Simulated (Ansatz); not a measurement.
**Thread scaling of a slab run: Ag(111), 3x3 cell, 4 layers**

How many threads does one SCF run on Ag(111), 3x3 cell, 4 layers use well?

Main program and level: Ansatz 0.2.0; plane-wave DFT, PBE, Ansatz PAW.

### 1. The structure

The cell holds 36 atoms: 36 Ag. Cell: a = 8.676 Å, b = 8.676 Å, c = 25.084 Å, α = 90.0°, β = 90.0°, γ = 60.0°. Vacuum lies along c.

### 2. Run, threads 56

One input is run on fewer and fewer threads, with nothing else on the machine.

input.yaml reads:

```yaml
crystal:
  lattice:
    - [8.6762002052, 0.0, 0.0]
    - [4.3381001026, 7.513809786, 0.0]
    - [0.0, 0.0, 25.084087803]
  atoms:
    - { symbol: Ag, position: [0.0, 0.0, 0.3587931947] }
    - { symbol: Ag, position: [0.1111111111, 0.1111111111, 0.4529310649] }
    - { symbol: Ag, position: [0.2222222222, 0.2222222222, 0.5470689351] }
    - { symbol: Ag, position: [0.0, 0.0, 0.6412068053] }
    - { symbol: Ag, position: [0.0, 0.3333333333, 0.3587931947] }
    - { symbol: Ag, position: [0.1111111111, 0.4444444444, 0.4529310649] }
    - { symbol: Ag, position: [0.2222222222, 0.5555555556, 0.5470689351] }
    - { symbol: Ag, position: [0.0, 0.3333333333, 0.6412068053] }
    - { symbol: Ag, position: [0.0, 0.6666666667, 0.3587931947] }
    - { symbol: Ag, position: [0.1111111111, 0.7777777778, 0.4529310649] }
    - { symbol: Ag, position: [0.2222222222, 0.8888888889, 0.5470689351] }
    - { symbol: Ag, position: [0.0, 0.6666666667, 0.6412068053] }
    - { symbol: Ag, position: [0.3333333333, 0.0, 0.3587931947] }
    - { symbol: Ag, position: [0.4444444444, 0.1111111111, 0.4529310649] }
    - { symbol: Ag, position: [0.5555555556, 0.2222222222, 0.5470689351] }
    - { symbol: Ag, position: [0.3333333333, 0.0, 0.6412068053] }
    - { symbol: Ag, position: [0.3333333333, 0.3333333333, 0.3587931947] }
    - { symbol: Ag, position: [0.4444444444, 0.4444444444, 0.4529310649] }
    - { symbol: Ag, position: [0.5555555556, 0.5555555556, 0.5470689351] }
    - { symbol: Ag, position: [0.3333333333, 0.3333333333, 0.6412068053] }
    - { symbol: Ag, position: [0.3333333333, 0.6666666667, 0.3587931947] }
    - { symbol: Ag, position: [0.4444444444, 0.7777777778, 0.4529310649] }
    - { symbol: Ag, position: [0.5555555556, 0.8888888889, 0.5470689351] }
    - { symbol: Ag, position: [0.3333333333, 0.6666666667, 0.6412068053] }
    - { symbol: Ag, position: [0.6666666667, 0.0, 0.3587931947] }
    - { symbol: Ag, position: [0.7777777778, 0.1111111111, 0.4529310649] }
    - { symbol: Ag, position: [0.8888888889, 0.2222222222, 0.5470689351] }
    - { symbol: Ag, position: [0.6666666667, 0.0, 0.6412068053] }
    - { symbol: Ag, position: [0.6666666667, 0.3333333333, 0.3587931947] }
    - { symbol: Ag, position: [0.7777777778, 0.4444444444, 0.4529310649] }
    - { symbol: Ag, position: [0.8888888889, 0.5555555556, 0.5470689351] }
    - { symbol: Ag, position: [0.6666666667, 0.3333333333, 0.6412068053] }
    - { symbol: Ag, position: [0.6666666667, 0.6666666667, 0.3587931947] }
    - { symbol: Ag, position: [0.7777777778, 0.7777777778, 0.4529310649] }
    - { symbol: Ag, position: [0.8888888889, 0.8888888889, 0.5470689351] }
    - { symbol: Ag, position: [0.6666666667, 0.6666666667, 0.6412068053] }
kpoints:
  mp_grid: { grid: [5, 5, 1] }
hamiltonian:
  xc: pbe
scf:
  occupations: { method: fermi_dirac, width: 0.1 }
  convergence: { dr2_threshold: 1.0e-08 }
efield:
  axis: 3
  dipole_correction: true
  ramp_position: 0.97
  ramp_width: 0.06
output:
  write_potential: true
  write_density: true
  volumetric_format: npy
```

Launch:

```sh
> ansatz run input.yaml --threads 56 --pin off --max-ram 81920MiB --backend cpu --events-out ev --progress --plain --runs-dir out
```

Numbers of over 12 decimals in the logs are rounded to 6 here.

The log of the run:

```text
Engine: ansatz 0.2.0, aarch64-unknown-linux-gnu
Pseudopotentials: kind: paw
Pseudopotential: Ag, paw, valence charge 19, recommended cutoff 420 eV (normal), Ag.paw.azcp
Functional definition: PBE
  parameter kappa = 0.804
  parameter beta = 0.066725
  exchange = pbe_x(kappa = kappa, mu = beta*pi^2/3)
  correlation = pbe_c(beta = beta)
Crystal: 36 atoms, lattice volume = 1635.265 Å³
Basis set: ecut = 420 eV, 31997 PW (Γ)
Bands: 411, of which v1, the nominal top of the filled ones, is band 342 counted from 1 (341 counted from 0)
Symmetry: 54 space group operations
k-points: 5 of 25 (time reversal used)
Non-local potential: Ag, projectors of the file, l = 0: 3, l = 1: 2, l = 2: 2, l = 3: 1
PAW form: soft (Blöchl's): semilocal exchange-correlation on the pseudo side does not see the compensation charge
PAW one-centre angular grid: Ag, 590 points (default); XC on 64 Gauss nodes
Initial density: superposition of atomic densities (neutral atoms: chi_scale 0, normalization atom), corrected by the library's trained network
Initial wavefunctions: pseudopotential atomic-orbital guess
Functional: x = pbe(κ = 0.804, μ = 0.219515), c = pbe(β = 0.066725)
SCF iter   1: F=—  HF=-273253.700208 eV  |F-HF|=—  |Δ(HF+E_count)|=         —  Δρ=8.72e-4  dr2=3.60e-2  ethr=1.77e-3  p=-0.000 e·Å  D=-1.05e-13 V/Å  ΔV_dip=0.00 eV  dr2_dipole=4.13e-7  V_vac-E_F(+/−)=4.36/4.36 eV  ⟨swp⟩=6.0  Hψ=7938  notcnv=0  defer=143
efield: sawtooth ramp at fractional position 0.9700 (set: `efield.ramp_position`, or a place that a band, a saddle search or an elastic batch's reference lends), width 0.0600; the density the first Hamiltonian is built on has a dipole p = -0.000 e·Å; the dipole correction subtracts the counter field D = -1.05e-13 V/Å, which shifts the + side's vacuum level by +0.00 eV against the − side's; the planar-averaged density in the ramp window peaks in size at 3.3e-6 e/Å³
preconditioner: auto → LDOS  [metal: Δε(μ)=0.052 eV  Ē_g=9.161 eV  σ=0.100 eV  W_gap=0.13  n_scr=372 (ndim 8)  ℏωp=18.3 eV  f_vac=0.583  D(μ)=12.19/eV (n_scr^D=50)  β→1.0]
SCF iter   2: F=—  HF=-273253.750835 eV  |F-HF|=—  |Δ(HF+E_count)|=   5.06e-2  Δρ=9.61e-4  dr2=2.09e-2  ethr=5.26e-6  p=-0.000 e·Å  D=-8.71e-6 V/Å  ΔV_dip=0.00 eV  dr2_dipole=2.71e-7  V_vac-E_F(+/−)=4.46/4.46 eV  ⟨swp⟩=3.0  Hψ=5054  notcnv=0  defer=219
SCF iter   3: F=—  HF=-273253.745599 eV  |F-HF|=—  |Δ(HF+E_count)|=   5.24e-3  Δρ=1.81e-4  dr2=1.02e-3  ethr=3.06e-6  p=-0.000 e·Å  D=-4.78e-6 V/Å  ΔV_dip=0.00 eV  dr2_dipole=9.34e-8  V_vac-E_F(+/−)=4.46/4.46 eV  ⟨swp⟩=2.6  Hψ=3235  notcnv=0  defer=219
SCF iter   4: F=—  HF=-273253.746047 eV  |F-HF|=—  |Δ(HF+E_count)|=   4.48e-4  Δρ=4.99e-5  dr2=7.34e-5  ethr=1.49e-7  p=-0.000 e·Å  D=-1.39e-6 V/Å  ΔV_dip=0.00 eV  dr2_dipole=1.04e-8  V_vac-E_F(+/−)=4.46/4.46 eV  ⟨swp⟩=3.0  Hψ=3459  notcnv=0  defer=219
SCF iter   5: F=—  HF=-273253.745542 eV  |F-HF|=—  |Δ(HF+E_count)|=   5.05e-4  Δρ=2.46e-5  dr2=7.94e-6  ethr=1.07e-8  p=-0.000 e·Å  D=-4.58e-7 V/Å  ΔV_dip=0.00 eV  dr2_dipole=1.78e-9  V_vac-E_F(+/−)=4.47/4.47 eV  ⟨swp⟩=2.0  Hψ=2836  notcnv=0  defer=219
SCF iter   6: F=—  HF=-273253.746597 eV  |F-HF|=—  |Δ(HF+E_count)|=   1.05e-3  Δρ=5.45e-6  dr2=1.07e-6  ethr=1.16e-9  p=-0.000 e·Å  D=-1.87e-7 V/Å  ΔV_dip=0.00 eV  dr2_dipole=4.27e-10  V_vac-E_F(+/−)=4.47/4.47 eV  ⟨swp⟩=2.0  Hψ=2912  notcnv=0  defer=217
SCF iter   7: F=—  HF=-273253.746597 eV  |F-HF|=—  |Δ(HF+E_count)|=   6.84e-7  Δρ=2.62e-6  dr2=1.39e-7  ethr=1.56e-10  p=-0.000 e·Å  D=-5.52e-8 V/Å  ΔV_dip=0.00 eV  dr2_dipole=7.58e-11  V_vac-E_F(+/−)=4.47/4.47 eV  ⟨swp⟩=2.0  Hψ=2830  notcnv=0  defer=217
SCF iter   8: F=—  HF=-273253.746597 eV  |F-HF|=—  |Δ(HF+E_count)|=   8.27e-8  Δρ=4.74e-7  dr2=1.25e-8  ethr=2.03e-11  p=0.000 e·Å  D=2.36e-8 V/Å  ΔV_dip=-0.00 eV  dr2_dipole=5.46e-15  V_vac-E_F(+/−)=4.47/4.47 eV  ⟨swp⟩=3.0  Hψ=2845  notcnv=0  defer=217
SCF iter   9: F=-273253.746597 eV  HF=-273253.746597 eV  |F-HF|=2.33e-10  |Δ(HF+E_count)|=   2.79e-9  Δρ=1.08e-7  dr2=2.48e-10  ethr=1.46e-12  p=0.000 e·Å  D=1.30e-8 V/Å  ΔV_dip=-0.00 eV  dr2_dipole=5.69e-14  V_vac-E_F(+/−)=4.47/4.47 eV  ⟨swp⟩=15.0  Hψ=7918  notcnv=0
SCF 1 converged in 9 iterations: F = -273253.746597 eV  dr2 = 2.48e-10
  greatest PAW one-centre occupation: 1.000 electrons in one spin orbital (limit 2), on the Ag atom at site 34 (counted from 0), in its partial waves of l = 0
WARN: The output density's exchange-correlation potential varies sharply where the density is thin. Do not read a vacuum level from v_tot or v_xc, or from such a field of the output density. On a cell that repeats whose density bears no net charge and no dipole along the vacuum's axis use v_es (v_loc + v_h of the components); under efield.dipole_correction with no amplitude use v_es + v_field, which holds any externa [...]
SCF converged after 9 iterations
Free energy (F): -273253.746597 eV
Harris-Foulkes:  -273253.746597 eV  (|F-HF|=2.33e-10)
Internal energy: -273253.344255 eV  (E = F + TS)
E sigma→0 (E₀):  -273253.545426 eV
Entropy (-TS):   -0.402342 eV (-11.176 meV/atom)
Fermi energy:    3.780022 eV
Dipole field:    D = -0.000000 V/Å  (p = -0.000001 e·Å, saw-weighted, corrected)
Work function:   Φ+ = 4.4660 eV   Φ− = 4.4660 eV
Levels:          The Fermi level and band energies are counted from a zero that moves with the ramp; work functions are not
--- Per-component energies (eV) ---
  E_band       = -17673.245565
  E_kinetic    = 18985.167735
  E_local      = -1165150.703807  (includes V_loc(G=0)·N_el)
  E_nonlocal   = 2885.156908
  E_hartree    = 574439.804159
  E_xc         = -6646.864426
  E_vxc        = -8443.972595  (∫ρ·V_xc dr)
  E_paw        = -140479.974919  (= ΣΔE_a)
  E_vpaw       = -14828.499427  (= ΣTr[D̂ρ^β])
  E_aug_tail   = 0.011737  (compensation charges beyond the density's cutoff)
  E_efield     = 0.000000  (sawtooth field / dipole correction)
  E_vefield    = 0.000000  (∫n·V_field dr)
  E_ewald      = 442714.058358
  E_smearing   = -0.402342  (= −TS)
  E_closure    = -0.000000  (closes the sum)
  Σ components = -273253.746597   (vs F -273253.746597, Δ=0.00e0)
--- Band table (eV; the first three rows and the last of 5) ---
  k-point 0: bands = [... 338 lower, 1.5769, 2.7749, 3.3455, 3.3455, 3.3455, 3.3455, 3.3455, 3.3455, ... 65 higher]
  k-point 1: bands = [... 338 lower, 2.4934, 2.8311, 2.9517, 3.0107, 3.0107, 4.0056, 4.0056, 4.2393, ... 65 higher]
  k-point 2: bands = [... 338 lower, 3.4042, 3.4419, 3.5649, 3.5649, 4.0238, 4.0951, 4.0951, 4.2110, ... 65 higher]
  k-point 4: bands = [... 338 lower, 3.5298, 3.7923, 3.7923, 3.8139, 4.0481, 4.1769, 4.1769, 4.3722, ... 65 higher]
```

Wall time 33 s (56 threads of Arm Neoverse N1, host not shared); peak memory 14 GiB.

This step gave:

```yaml
energy_at_zero_smearing: -273253.5454 eV
work_function_upper_face: 4.466 eV
dipole_along_the_normal: -8.97e-7 e·Å
wall_time: 32.83 s
core_time: 30.64 min
```

Running mean over a fixed 2.6 Å (it still follows the layers) of the planar mean; the ramp of the sawtooth is left out. Table of electron's electrostatic potential energy less the Fermi level by z:

z (Å), electron's electrostatic potential energy less the Fermi level (eV) and a bar from the least value:
```
      3.5       4.47 ##############################
      4.0       4.47 ##############################
      4.5       4.46 ##############################
      5.0       4.46 ##############################
      5.5       4.44 ##############################
      6.0       4.37 ##############################
      6.5       4.14 #############################
      7.0       3.20 ###########################
      7.5       0.74 ####################
      8.0      -2.33 ############
      8.5      -4.34 #######
      9.0      -5.01 #####
      9.5      -5.81 ###
     10.0      -6.65 #
     10.5      -6.55 #
     11.0      -5.72 ###
     11.5      -5.50 ####
     12.0      -6.27 ##
     12.5      -6.85 
     13.0      -6.42 #
     13.5      -5.57 ###
     14.0      -5.61 ###
     14.5      -6.44 #
     15.0      -6.71 
     15.5      -5.99 ##
     16.0      -5.10 #####
     16.5      -4.50 ######
     17.0      -2.79 ###########
     17.5       0.21 ###################
     18.0       2.90 ##########################
     18.5       4.06 #############################
     19.0       4.35 ##############################
     19.5       4.43 ##############################
     20.0       4.46 ##############################
     20.5       4.46 ##############################
     21.0       4.47 ##############################
     21.5       4.47 ##############################
     22.0       4.47 ##############################
```

The work function of the upper face is 4.47 eV.

### 3. Run, threads 28

input.yaml is that of step 2.

Launch:

```sh
> ansatz run input.yaml --threads 28 --pin off --max-ram 81920MiB --backend cpu --events-out ev --progress --plain --runs-dir out
```

The log of the run:

```text
[...]
Crystal: 36 atoms, lattice volume = 1635.265 Å³
Basis set: ecut = 420 eV, 31997 PW (Γ)
Bands: 411, of which v1, the nominal top of the filled ones, is band 342 counted from 1 (341 counted from 0)
[... 1 set-up line as in the run before ...]
k-points: 5 of 25 (time reversal used)
[...]
k-point 0: bands = [... 338 lower, 1.5769, 2.7749, 3.3455, 3.3455, 3.3455, 3.3455, 3.3455, 3.3455, ... 65 higher]
  k-point 1: bands = [... 338 lower, 2.4934, 2.8311, 2.9517, 3.0107, 3.0107, 4.0056, 4.0056, 4.2393, ... 65 higher]
  k-point 2: bands = [... 338 lower, 3.4042, 3.4419, 3.5649, 3.5649, 4.0238, 4.0951, 4.0951, 4.2110, ... 65 higher]
  k-point 4: bands = [... 338 lower, 3.5298, 3.7923, 3.7923, 3.8139, 4.0481, 4.1769, 4.1769, 4.3722, ... 65 higher]
[key lines of the parts left out:]
SCF converged after 9 iterations
Free energy (F): -273253.746597 eV
Fermi energy:    3.780022 eV
Dipole field:    D = -0.000000 V/Å  (p = -0.000000 e·Å, saw-weighted, corrected)
Work function:   Φ+ = 4.4660 eV   Φ− = 4.4660 eV
```

Run time: 54 s. Hardware: 28 threads; peak memory 14 GiB; 23 min of CPU time.

The work function of the upper face is 4.47 eV.

### 4. Run, threads 16

input.yaml is that of step 3.

Launch:

```sh
> ansatz run input.yaml --threads 16 --pin off --max-ram 81920MiB --backend cpu --events-out ev --progress --plain --runs-dir out
```

The log of the run:

```text
[...]
Crystal: 36 atoms, lattice volume = 1635.265 Å³
Basis set: ecut = 420 eV, 31997 PW (Γ)
Bands: 411, of which v1, the nominal top of the filled ones, is band 342 counted from 1 (341 counted from 0)
[... 1 set-up line as in the run before ...]
k-points: 5 of 25 (time reversal used)
[...]
k-point 0: bands = [... 338 lower, 1.5769, 2.7749, 3.3455, 3.3455, 3.3455, 3.3455, 3.3455, 3.3455, ... 65 higher]
  k-point 1: bands = [... 338 lower, 2.4934, 2.8311, 2.9517, 3.0107, 3.0107, 4.0056, 4.0056, 4.2393, ... 65 higher]
  k-point 2: bands = [... 338 lower, 3.4042, 3.4419, 3.5649, 3.5649, 4.0238, 4.0951, 4.0951, 4.2110, ... 65 higher]
  k-point 4: bands = [... 338 lower, 3.5298, 3.7923, 3.7923, 3.8139, 4.0481, 4.1769, 4.1769, 4.3722, ... 65 higher]
[key lines of the parts left out:]
SCF converged after 9 iterations
Free energy (F): -273253.746597 eV
Fermi energy:    3.780021 eV
Dipole field:    D = -0.000000 V/Å  (p = -0.000001 e·Å, saw-weighted, corrected)
Work function:   Φ+ = 4.4660 eV   Φ− = 4.4660 eV
```

Wall time 87 s (16 threads); peak memory 14 GiB.

The work function of the upper face is 4.47 eV.

### 5. Run, threads 8

input.yaml is that of step 4.

Launch:

```sh
> ansatz run input.yaml --threads 8 --pin off --max-ram 81920MiB --backend cpu --events-out ev --progress --plain --runs-dir out
```

The log of the run:

```text
[...]
Crystal: 36 atoms, lattice volume = 1635.265 Å³
Basis set: ecut = 420 eV, 31997 PW (Γ)
Bands: 411, of which v1, the nominal top of the filled ones, is band 342 counted from 1 (341 counted from 0)
[... 1 set-up line as in the run before ...]
k-points: 5 of 25 (time reversal used)
[...]
k-point 0: bands = [... 338 lower, 1.5769, 2.7749, 3.3455, 3.3455, 3.3455, 3.3455, 3.3455, 3.3455, ... 65 higher]
  k-point 1: bands = [... 338 lower, 2.4934, 2.8311, 2.9517, 3.0107, 3.0107, 4.0056, 4.0056, 4.2393, ... 65 higher]
  k-point 2: bands = [... 338 lower, 3.4042, 3.4419, 3.5649, 3.5649, 4.0238, 4.0951, 4.0951, 4.2110, ... 65 higher]
  k-point 4: bands = [... 338 lower, 3.5298, 3.7923, 3.7923, 3.8139, 4.0481, 4.1769, 4.1769, 4.3722, ... 65 higher]
[key lines of the parts left out:]
SCF converged after 9 iterations
Free energy (F): -273253.746597 eV
Fermi energy:    3.780022 eV
Dipole field:    D = -0.000000 V/Å  (p = -0.000001 e·Å, saw-weighted, corrected)
Work function:   Φ+ = 4.4660 eV   Φ− = 4.4660 eV
```

It took 2.7 min on 8 threads; peak memory 13 GiB; 22 min of CPU time.

The work function of the upper face is 4.47 eV.

### 6. Run, threads 4

input.yaml is that of step 5.

Launch:

```sh
> ansatz run input.yaml --threads 4 --pin off --max-ram 81920MiB --backend cpu --events-out ev --progress --plain --runs-dir out
```

The log of the run:

```text
[...]
Crystal: 36 atoms, lattice volume = 1635.265 Å³
Basis set: ecut = 420 eV, 31997 PW (Γ)
Bands: 411, of which v1, the nominal top of the filled ones, is band 342 counted from 1 (341 counted from 0)
[... 1 set-up line as in the run before ...]
k-points: 5 of 25 (time reversal used)
[...]
k-point 0: bands = [... 338 lower, 1.5769, 2.7749, 3.3455, 3.3455, 3.3455, 3.3455, 3.3455, 3.3455, ... 65 higher]
  k-point 1: bands = [... 338 lower, 2.4934, 2.8311, 2.9517, 3.0107, 3.0107, 4.0056, 4.0056, 4.2393, ... 65 higher]
  k-point 2: bands = [... 338 lower, 3.4042, 3.4419, 3.5649, 3.5649, 4.0238, 4.0951, 4.0951, 4.2110, ... 65 higher]
  k-point 4: bands = [... 338 lower, 3.5298, 3.7923, 3.7923, 3.8139, 4.0481, 4.1769, 4.1769, 4.3722, ... 65 higher]
[key lines of the parts left out:]
SCF converged after 9 iterations
Free energy (F): -273253.746597 eV
Fermi energy:    3.780022 eV
Dipole field:    D = -0.000000 V/Å  (p = -0.000000 e·Å, saw-weighted, corrected)
Work function:   Φ+ = 4.4660 eV   Φ− = 4.4660 eV
```

Run time: 5.4 min. Hardware: 4 threads; peak memory 11 GiB.

The work function of the upper face is 4.47 eV.

### 7. Run, threads 2

input.yaml is that of step 6.

Launch:

```sh
> ansatz run input.yaml --threads 2 --pin off --max-ram 81920MiB --backend cpu --events-out ev --progress --plain --runs-dir out
```

The log of the run:

```text
[...]
Crystal: 36 atoms, lattice volume = 1635.265 Å³
Basis set: ecut = 420 eV, 31997 PW (Γ)
Bands: 411, of which v1, the nominal top of the filled ones, is band 342 counted from 1 (341 counted from 0)
[... 1 set-up line as in the run before ...]
k-points: 5 of 25 (time reversal used)
[...]
k-point 0: bands = [... 338 lower, 1.5769, 2.7749, 3.3455, 3.3455, 3.3455, 3.3455, 3.3455, 3.3455, ... 65 higher]
  k-point 1: bands = [... 338 lower, 2.4934, 2.8311, 2.9517, 3.0107, 3.0107, 4.0056, 4.0056, 4.2393, ... 65 higher]
  k-point 2: bands = [... 338 lower, 3.4042, 3.4419, 3.5649, 3.5649, 4.0238, 4.0951, 4.0951, 4.2110, ... 65 higher]
  k-point 4: bands = [... 338 lower, 3.5298, 3.7923, 3.7923, 3.8139, 4.0481, 4.1769, 4.1769, 4.3722, ... 65 higher]
[key lines of the parts left out:]
SCF converged after 9 iterations
Free energy (F): -273253.746597 eV
Fermi energy:    3.780022 eV
Dipole field:    D = -0.000000 V/Å  (p = -0.000001 e·Å, saw-weighted, corrected)
Work function:   Φ+ = 4.4660 eV   Φ− = 4.4660 eV
```

It took 11 min on 2 threads; peak memory 7.3 GiB.

The work function of the upper face is 4.47 eV.

### 8. The series together

The series side by side:

| threads | wall time (s) | core time (min) |
| --- | --- | --- |
| 2 | 640.3 | 21.34 |
| 4 | 323.2 | 21.54 |
| 8 | 164.7 | 21.96 |
| 16 | 86.96 | 23.19 |
| 28 | 53.6 | 25.01 |
| 56 | 32.83 | 30.64 |

### 9. Results

| Quantity | Value |
| --- | --- |
| wall time on 56 threads | 33 s |
| wall time on 28 threads | 54 s |
| wall time on 16 threads | 87 s |
| wall time on 8 threads | 2.7 min |
| wall time on 4 threads | 5.4 min |
| wall time on 2 threads | 11 min |

**Reading.** Against 2 threads, the parallel efficiency is 99 % on 4, 97 % on 8, 92 % on 16, 85 % on 28 and 70 % on 56; it stays over 70 % up to 28 threads. The shortest run takes 33 s on 56 threads. The work function agrees within 0.0 meV across the runs. Each time is from one run.

[Logs are printed without paths, hosts, clocks, repeated set-up lines and the standing remarks that a program may print on its own settings, such as how far it seeks lower states.]

[Hosts, paths, dates, database ids (printed as entryN), source tags and the programs' standing remarks are cut or masked in the printed files.]

[Maps of the electrostatic potential energy from Ansatz leave out the sawtooth potential of an applied field or a dipole correction, so their vacuum need not be flat; planar profiles and work functions include it.]
